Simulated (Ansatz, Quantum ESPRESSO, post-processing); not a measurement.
# Work function of Ba(110), 5 layers, part 2 of 2

How much energy does it take to lift an electron out of Ba(110), 5 layers, and how far do the settings matter?

Quantum ESPRESSO 7.5; plane-wave DFT, PBE, GBRV ultrasoft pseudopotentials; cross-check by Ansatz 0.2.0 with PAW datasets.

So far. Step 10 (Electrostatic potential): The upper face goes from 2.407 eV (PBE, GBRV) to 2.445 eV, a change of +0.038 eV. Step 12 (Potential by pp.x): The upper face goes from 2.407 eV (PBE, GBRV) to 2.567 eV, a change of +0.161 eV.

## (13) Self-consistent run: PW91, GBRV ultrasoft

Level of this step: plane-wave DFT, PW91, GBRV ultrasoft pseudopotentials made under PBE (Quantum ESPRESSO 7.5). input_dft overrides the functional of the files.

The input, gbrv-pw91.in:

```
&control
  prefix = 'gbrv-pw91'
  outdir = './out'
  pseudo_dir = './pseudo'
  calculation = 'scf'
  tprnfor = .true.
/
&system
  ibrav = 0
  nat = 5
  ntyp = 1
  ecutwfc = 40
  ecutrho = 200
  input_dft = 'pw91'
  occupations = 'smearing'
  smearing = 'mv'
  degauss = 0.02
/
&electrons
  conv_thr = 1e-07
  mixing_beta = 0.4
  electron_maxstep = 120
  mixing_mode = 'local-TF'
/
ATOMIC_SPECIES
  Ba  137.3270  ba_pbe_v1.uspp.F.UPF
CELL_PARAMETERS angstrom
  3.54967604155647 -2.51000000000000 0.00000000000000
  3.54967604155647 2.51000000000000 0.00000000000000
  0.00000000000000 0.00000000000000 30.19870416622587
ATOMIC_POSITIONS crystal
  Ba  0.000000000000 0.000000000000 0.265504137700
  Ba  0.500000000000 0.500000000000 0.381787295500
  Ba  0.000000000000 0.000000000000 0.500000000000
  Ba  0.500000000000 0.500000000000 0.618212704500
  Ba  0.000000000000 0.000000000000 0.734495862300
K_POINTS automatic
  8 8 1 0 0 0
```

Command:

```sh
$ OMP_NUM_THREADS=1 mpirun -n 4 pw.x -nk 4 -in gbrv-pw91.in > gbrv-pw91.out
```

It took 3.9 min on 4 MPI ranks of Arm Neoverse N1, shared host; peak memory 1.7 GiB; 16 min of CPU time.

Numbers from this step:

- free energy: -4788.7756 eV
- Fermi energy: 2.532 eV

## (14) Electrostatic potential

The input, gbrv-pw91.pot.in:

```
&inputpp
  prefix = 'gbrv-pw91'
  outdir = './out'
  filplot = 'gbrv-pw91.pot.dat'
  plot_num = 11
/
```

Command:

```sh
$ OMP_NUM_THREADS=1 mpirun -n 4 pp.x -in gbrv-pw91.pot.in > gbrv-pw91.pot.out
```

Elapsed: 1.7 s, on 4 MPI ranks; peak memory 0.28 GiB; 6.6 s of CPU time.

Read from the output:

| Quantity | Value |
| --- | --- |
| work function of the upper face | 2.414 eV |
| slope of the potential above | 0.005149 eV/Å |
| upper vacuum line continued to the top atoms, over the Fermi level | 2.386 eV |
| work function of the lower face | 2.414 eV |
| slope of the potential below | -0.003334 eV/Å |
| lower vacuum line continued to the bottom atoms, over the Fermi level | 2.396 eV |

The upper face goes from 2.407 eV (PBE, GBRV) to 2.414 eV, a change of +0.007 eV.

## (15) Cross-check with Ansatz

A second code with its own PAW datasets, on the same atoms.

Level of this step: plane-wave DFT, PBE, Ansatz PAW (Ansatz 0.2.0).

The input, input.yaml:

```yaml
crystal:
  lattice:
    - [3.5496760416, -2.51, 0.0]
    - [3.5496760416, 2.51, 0.0]
    - [0.0, 0.0, 30.1987041662]
  atoms:
    - { symbol: Ba, position: [0.0, 0.0, 0.2655041377] }
    - { symbol: Ba, position: [0.5, 0.5, 0.3817872955] }
    - { symbol: Ba, position: [0.0, 0.0, 0.5] }
    - { symbol: Ba, position: [0.5, 0.5, 0.6182127045] }
    - { symbol: Ba, position: [0.0, 0.0, 0.7344958623] }
kpoints:
  mp_grid: { grid: [8, 8, 1] }
hamiltonian:
  xc: pbe
scf:
  occupations: { method: fermi_dirac, width: 0.1 }
  convergence: { dr2_threshold: 1.0e-08 }
efield:
  axis: 3
  dipole_correction: true
  ramp_position: 0.97
  ramp_width: 0.04
output:
  write_potential: true
  write_density: true
  volumetric_format: npy
```

Command:

```sh
$ ansatz run input.yaml --threads 4 --pin off --max-ram 8192MiB --backend cpu --events-out ev --progress --plain --runs-dir out
```

It took 27 s on 4 threads; peak memory 1 GiB; 1.7 min of CPU time.

Read from the output:

```
free energy                     : -29747.1165 eV
energy at zero smearing         : -29746.9954 eV
smearing term TS                : 0.2422 eV
Fermi energy                    : 2.513 eV
symmetry operations             : 4
work function of the upper face : 2.435 eV
work function of the lower face : 2.435 eV
dipole along the normal         : 3.74e-5 e·Å
```

Electrostatic potential energy of an electron, with the sawtooth; zero at the Fermi level. Table of potential energy by z:

```
z (Å)  planar mean (eV)  running mean (eV)
    0              2.44               2.44
    1              2.44               2.44
    2              2.43               2.43
    3              2.43               2.42
    4              2.41               2.34
    5              2.28               1.96
    6              1.64             0.0826
    7             -1.76              -2.58
    8             -8.41              -3.15
    9             -1.53              -3.05
   10              1.21              -3.01
   11             -5.81              -2.91
   12             -6.33              -2.89
   13              1.09              -2.87
   14            -0.562              -2.90
   15             -8.18              -2.93
   16             -2.29              -2.91
   17              1.39              -2.87
   18             -4.58              -2.89
   19             -7.25              -2.90
   20             0.714              -2.99
   21           -0.0509              -3.04
   22             -8.05              -3.14
   23             -3.58              -2.85
   24              1.34             -0.513
   25              2.22               1.77
   26              2.40               2.31
   27              2.43               2.41
   28              2.43               2.43
   29              2.44               2.43
   30              2.44               2.44
```

Mean over planes. Valence density against z:

```csv
z (Å),valence density (e/Å³)
2,1.2e-5
3,7.8e-5
4,4.6e-4
5,0.00240
6,0.0107
7,0.0975
8,0.294
9,0.115
10,0.0462
11,0.252
12,0.265
13,0.0460
14,0.0863
15,0.291
16,0.138
17,0.0409
18,0.214
19,0.283
20,0.0566
21,0.0732
22,0.292
23,0.162
24,0.0148
25,0.00328
26,6.4e-4
27,1.1e-4
28,1.8e-5
```

Ansatz gives 2.435 eV against 2.407 eV.

## (16) All levels side by side

All levels:

```
                                      level  upper face (eV)  lower face (eV)  dipole (e Å)  CPU time (s)
                      QE PBE GBRV, periodic            2.406            2.407             -           863
                       QE PBE GBRV, ESM bc1            2.407            2.407             -          2472
         QE PBEsol GBRV ultrasoft, periodic            2.445            2.445             -           901
QE LDA PseudoDojo norm-conserving, periodic            2.567            2.568             -         486.2
           QE PW91 GBRV ultrasoft, periodic            2.414            2.414             -           938
                   Ansatz PBE PAW, sawtooth            2.435            2.435       3.74e-5         104.9
```

The times are CPU seconds on a shared host; the codes use unlike cutoffs, datasets and smearings, so their times compare unlike work.

## (17) Self-consistent run, with conv_thr = 1e-06

How much does a setting matter? One run is repeated with a change.

Level of this step: plane-wave DFT, PBE, GBRV ultrasoft pseudopotentials (Quantum ESPRESSO 7.5).

The input, esm.w0.in:

```
&control
  prefix = 'esm.w0'
  outdir = './out'
  pseudo_dir = './pseudo'
  calculation = 'scf'
  tprnfor = .true.
/
&system
  ibrav = 0
  nat = 5
  ntyp = 1
  ecutwfc = 40
  ecutrho = 200
  occupations = 'smearing'
  smearing = 'mv'
  degauss = 0.02
  assume_isolated = 'esm'
  esm_bc = 'bc1'
/
&electrons
  conv_thr = 1e-06
  mixing_beta = 0.4
  electron_maxstep = 120
  mixing_mode = 'local-TF'
/
ATOMIC_SPECIES
  Ba  137.3270  ba_pbe_v1.uspp.F.UPF
CELL_PARAMETERS angstrom
  3.54967604155647 -2.51000000000000 0.00000000000000
  3.54967604155647 2.51000000000000 0.00000000000000
  0.00000000000000 0.00000000000000 30.19870416622587
ATOMIC_POSITIONS crystal
  Ba  0.000000000000 0.000000000000 -0.234495862300
  Ba  0.500000000000 0.500000000000 -0.118212704500
  Ba  0.000000000000 0.000000000000 0.000000000000
  Ba  0.500000000000 0.500000000000 0.118212704500
  Ba  0.000000000000 0.000000000000 0.234495862300
K_POINTS automatic
  8 8 1 0 0 0
```

Command:

```sh
$ OMP_NUM_THREADS=1 mpirun -n 4 pw.x -nk 4 -in esm.w0.in > esm.w0.out
```

Run time: 9.5 min. Hardware: 4 MPI ranks; peak memory 1.7 GiB.

Beside the run it was changed from:

```csv
quantity,this run,unchanged run,difference
"vacuum line at the upper end of the cell, over the Fermi level (eV)",2.406,2.407,-0.0012
"vacuum line at the lower end of the cell, over the Fermi level (eV)",2.406,2.407,-0.0012
free energy (eV),-4780.236,-4780.236,3.4e-5
wall time (s),571,618,
SCF iterations,42,45,
```

The free energy moves by +0.0069 meV an atom.

Levels move by up to 1 meV, which is small.

## (18) SCF with pw.x, with ATOMIC_POSITIONS = about z = c/2

Another try, with an input changed as a hurried user might.

The input, esm.bad.in:

```
&control
  prefix = 'esm.bad'
  outdir = './out'
  pseudo_dir = './pseudo'
  calculation = 'scf'
  tprnfor = .true.
/
&system
  ibrav = 0
  nat = 5
  ntyp = 1
  ecutwfc = 40
  ecutrho = 200
  occupations = 'smearing'
  smearing = 'mv'
  degauss = 0.02
  assume_isolated = 'esm'
  esm_bc = 'bc1'
/
&electrons
  conv_thr = 1e-07
  mixing_beta = 0.4
  electron_maxstep = 50
  mixing_mode = 'local-TF'
/
ATOMIC_SPECIES
  Ba  137.3270  ba_pbe_v1.uspp.F.UPF
CELL_PARAMETERS angstrom
  3.54967604155647 -2.51000000000000 0.00000000000000
  3.54967604155647 2.51000000000000 0.00000000000000
  0.00000000000000 0.00000000000000 30.19870416622587
ATOMIC_POSITIONS crystal
  Ba  0.000000000000 0.000000000000 0.265504137700
  Ba  0.500000000000 0.500000000000 0.381787295500
  Ba  0.000000000000 0.000000000000 0.500000000000
  Ba  0.500000000000 0.500000000000 0.618212704500
  Ba  0.000000000000 0.000000000000 0.734495862300
K_POINTS automatic
  8 8 1 0 0 0
```

Command:

```sh
$ OMP_NUM_THREADS=1 mpirun -n 4 pw.x -nk 4 -in esm.bad.in > esm.bad.out
```

Elapsed: 0.71 s, on 4 MPI ranks; peak memory 0.14 GiB.

The input was rejected at the start.

The program's message: “Error in routine esm_check (3): incorrect atomic position for ESM”

The change that led to it: ATOMIC_POSITIONS = "about z = c/2".

The message: “esm_check (3): incorrect atomic position for ESM”. ESM wants the slab about z = 0 inside the cell and no k-points along the normal.

## (19) A check by hand

In the first self-consistent run, on its own zero, the Fermi level is 2.554 eV and the upper vacuum level 4.961 eV: φ = 4.961 − (2.554) = 2.407 eV.

## (20) Outcome

| Item | Value |
| --- | --- |
| work function of the upper face, PBE, GBRV | 2.41 eV |
| work function of the lower face, PBE, GBRV | 2.41 eV |
| upper face by ESM | 2.41 eV |
| upper face by Ansatz | 2.43 eV |

**Reading.** At the first level (PBE, GBRV ultrasoft) the work function comes to 2.41 eV on both faces. ESM differs from the periodic treatment by +1 meV on the upper face and +0 meV on the lower. Over the levels tried the upper face spans 2.41 eV (QE PBE GBRV, periodic) to 2.57 eV (QE LDA PseudoDojo norm-conserving, periodic). Quantum ESPRESSO and Ansatz give 2.41 and 2.43 eV for the upper face, which agree. Ansatz ran with Fermi-Dirac smearing of 0.1 eV against cold smearing of 0.02 Ry, which alone can move a level by some tens of meV. With 8×8 points and so few layers the values hold to some 0.05 to 0.1 eV. The slab is cut at a tabulated measured bulk lattice constant, given to two decimals.

Comparison with the measured values:

```
                                                                     quantity  measured      QE PBE GBRV  QE PBE GBRV, ESM bc1   QE PBEsol GBRV  QE LDA PseudoDojo     QE PW91 GBRV   Ansatz PBE PAW
work function, loosely compared (polycrystalline sample, no single face) (eV)      2.53  2.41 (-0.12 eV)       2.41 (-0.12 eV)  2.44 (-0.09 eV)    2.57 (+0.04 eV)  2.41 (-0.12 eV)  2.43 (-0.10 eV)
```

Measured values from arxiv:1902.07811 (2019).

Verdict: For the work function, set beside that of the polycrystal,, of the levels listed nearest comes QE LDA PseudoDojo (+0.04 eV) and farthest QE PBE GBRV (-0.12 eV). A polycrystal averages over faces, so this is a loose comparison.

[Logs are printed without paths, hosts, clocks, repeated set-up lines and the standing remarks that a program may print on its own settings, such as how far it seeks lower states.]

[Hosts, paths, dates, database ids (printed as entryN), source tags and the programs' standing remarks are cut or masked in the printed files.]

[Maps of the electrostatic potential energy from Ansatz leave out the sawtooth potential of an applied field or a dipole correction, so their vacuum need not be flat; planar profiles and work functions include it.]
